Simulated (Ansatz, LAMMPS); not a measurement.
# Amorphous 86ZrO2-14SiO2 (mol %) (84 atoms) under strain: runs compared

How stiff is amorphous 86ZrO2-14SiO2 (mol %) (84 atoms), and how do its levels respond to strain?

Computed with Ansatz 0.2.0: Kohn-Sham DFT, PBE, PAW (set soft_2), plane waves.

## Step 1: The cell as built

The cell holds 84 atoms: 24 Zr, 4 Si and 56 O. Its edges and angles: a = 10.403 Å, b = 10.403 Å, c = 10.403 Å, α = 90.0°, β = 90.0°, γ = 90.0°. 84 atoms (24 Zr, 4 Si, 56 O) placed at random at 4.72 g/cm³, melted at 5000 K for 10 ps at fixed volume with the Morse and Coulomb pair potential with partial charges (Pedone, Malavasi, Menziani, Cormack and Segre, J. Phys. Chem. B 110, 11780 (2006)). Quenched from 5000 K to 300 K at 50 K/ps and fixed volume, held 5 ps, then minimised at fixed cell.

Limits known from the start: The quench rate of 50 K/ps is many orders above laboratory rates, so the cell is likely richer in defects and strain than a real sample. The network of bonds at the start is that of the classical potential that made the cell, and needn't be the one that DFT or experiment would give. Sampling is at Γ alone.

## Step 2: The reference run

The reference is a single point at the end of the relaxation.

Every strained cell starts from the geometry of this run, and its atoms are relaxed with the cell held.

Its input, with most atom lines left out:

```yaml
crystal:
  lattice:
    - [10.35731, -0.21979, 0.04432]
    - [-0.21979, 10.5526, -0.04487]
    - [0.04432, -0.04487, 10.06204]
  atoms:
    - { symbol: Zr, position: [0.38768, 0.54469, 0.11743] }
    - { symbol: Zr, position: [0.03564, 0.77909, 0.31845] }
    - { symbol: Zr, position: [0.02836, 0.80933, 0.71969] }
    - { symbol: Zr, position: [0.2987, 0.32426, 0.28493] }
    - { symbol: Zr, position: [0.7286, 0.13747, 0.18926] }
    - { symbol: Zr, position: [0.68999, 0.76116, 0.19335] }
    - { symbol: Zr, position: [0.53604, 0.11633, 0.85457] }
    [... atom lines 8 to 84 left out ...]
kpoints:
  mp_grid: { grid: [1, 1, 1] }
hamiltonian:
  xc: pbe
scf:
  occupations: { method: fixed }
output:
  forces: true
  stress: true
  populations: true
  dos:
    method: { smearing: { sigma: 0.08 } }
    de: 0.1
    projected: { site_lists: { O: [O], Si: [Si], Zr: [Zr] } }
  eigenvalues: true
  write_density: true
  write_potential: true
  volumetric_format: npy
  elf: true
```

| Item | Value |
| --- | --- |
| free energy per atom | -1605.4761 eV/atom |
| r.m.s. force component | 0.0079 eV/Å |
| pressure | -0.002919 GPa |

Filled and empty levels are parted by 3.46 eV (at Γ alone); a semilocal functional tends to put such gaps too low. In a disordered cell it changes from sample to sample, and tail or defect levels can set it.

## Step 3: The runs

Each row is one run, on 4 threads of Arm Neoverse V1, shared host. The free energy is the program's total, comparable only between runs with the same functional, potentials and atoms.

```tsv
run	atoms	outcome	ionic steps, all passes	free energy (eV)	time	host memory (GiB)
Single point at the start	84	converged	-	-134856.560	14 s	1.5
Cell and atoms relaxed	84	converged	27	-134859.995	5.8 min	1.5
Single point at the relaxed geometry	84	converged	-	-134859.995	23 s	1.5
Volume -3 %	84	converged	9	-134859.805	2.2 min	1.5
Volume +3 %	84	converged	8	-134859.705	2.2 min	1.6
Volume -6 %	84	converged	20	-134858.977	4.7 min	1.5
Volume +6 %	84	converged	21	-134859.148	5.6 min	1.6
Volume -10 %	84	converged	19	-134856.665	4.5 min	1.5
Stretched by 1 % along x	84	converged	7	-134859.945	1.9 min	1.6
Compressed by 1 % along x	84	converged	14	-134860.006	3.6 min	1.6
Sheared by 2 % in xy	84	converged	16	-134860.035	4.1 min	1.6
```

In some runs the program notes that the SCF threshold is loose for the stress.

## Step 4: Pressure against volume

Atoms are relaxed at each volume, in the scaled cell.

```tsv
volume change (%)	volume (Å³/atom)	energy change (meV/atom)	pressure (GPa)	largest move on relaxing (Å)	bonds	gap (eV)
-10	11.777	39.64	10.97	0.94	181	3.53
-6	12.301	12.12	6.00	1.00	176	3.59
-3	12.693	2.26	2.79	0.40	172	3.60
+0	13.086	0.00	0.00	-	167	3.46
+3	13.479	3.44	-2.82	0.14	167	3.37
+6	13.871	10.07	-2.64	0.71	160	3.58
```

## Step 5: Uniaxial strain and shear

Stress (GPa, compression positive) less that of the relaxed cell, atoms relaxed:

```tsv
strain	xx	yy	zz	xy	energy change (meV/atom)
stretched by 1 % along x	-1.558	-0.611	-0.729	-0.019	0.59
compressed by 1 % along x	1.034	0.107	0.108	0.505	-0.14
sheared by 2 % in xy	-0.706	-0.536	-0.839	-0.322	-0.49
```

## Step 6: Outcome

The pressure doesn't fall steadily with volume, which points to a change of structure or electronic state along the way, so no single bulk modulus describes it. The count of bonds runs from 160 to 181 over the series, so at some points contacts cross the cutoffs. At -10 %, -6 % and +6 % some atom moved by over 0.5 Å on relaxing, so those points may sit in another local minimum. The gap goes from 3.53 eV at the smallest volume to 3.58 eV at the largest, not monotonically (lowest 3.37, highest 3.60 eV), on the run's k-points. The shear changes the normal stresses by up to 0.84 GPa, more than the shear stress itself (0.32 GPa), so the response isn't simply elastic and the value of C66 is doubtful. Stretch and compression disagree (xx stress changes of -1.56 and 1.03 GPa), so C11 is only a mean of unlike responses. The cells compressed by 1 % along x; sheared by 2 % in xy each end below the relaxed cell in energy, so the reference wasn't the lowest nearby minimum and the moduli are doubtful. In the Cartesian axes of the cell, finite differences give C11 = 130, C12 = 35.9, C13 = 41.8 and C66 = 16.1 GPa (the shear of 2 % is the engineering strain, εxy = 0.01).

**Limits.** Strains are finite and relaxations stop at the force tolerance of the input, which can leave moduli too stiff; they are those of a static cell at zero temperature. Volumes are changed with the cell's shape held, so in an anisotropic solid the modulus lies over the one under free hydrostatic load. The program notes that the SCF threshold of the relaxations is loose for the stress.

The DFT runs together took 35 min of wall time.

[Logs are printed without paths, hosts, clocks, repeated set-up lines and the standing remarks that a program may print on its own settings, such as how far it seeks lower states.]

[Hosts, paths, dates, database ids (printed as entryN), source tags and the programs' standing remarks are cut or masked in the printed files.]
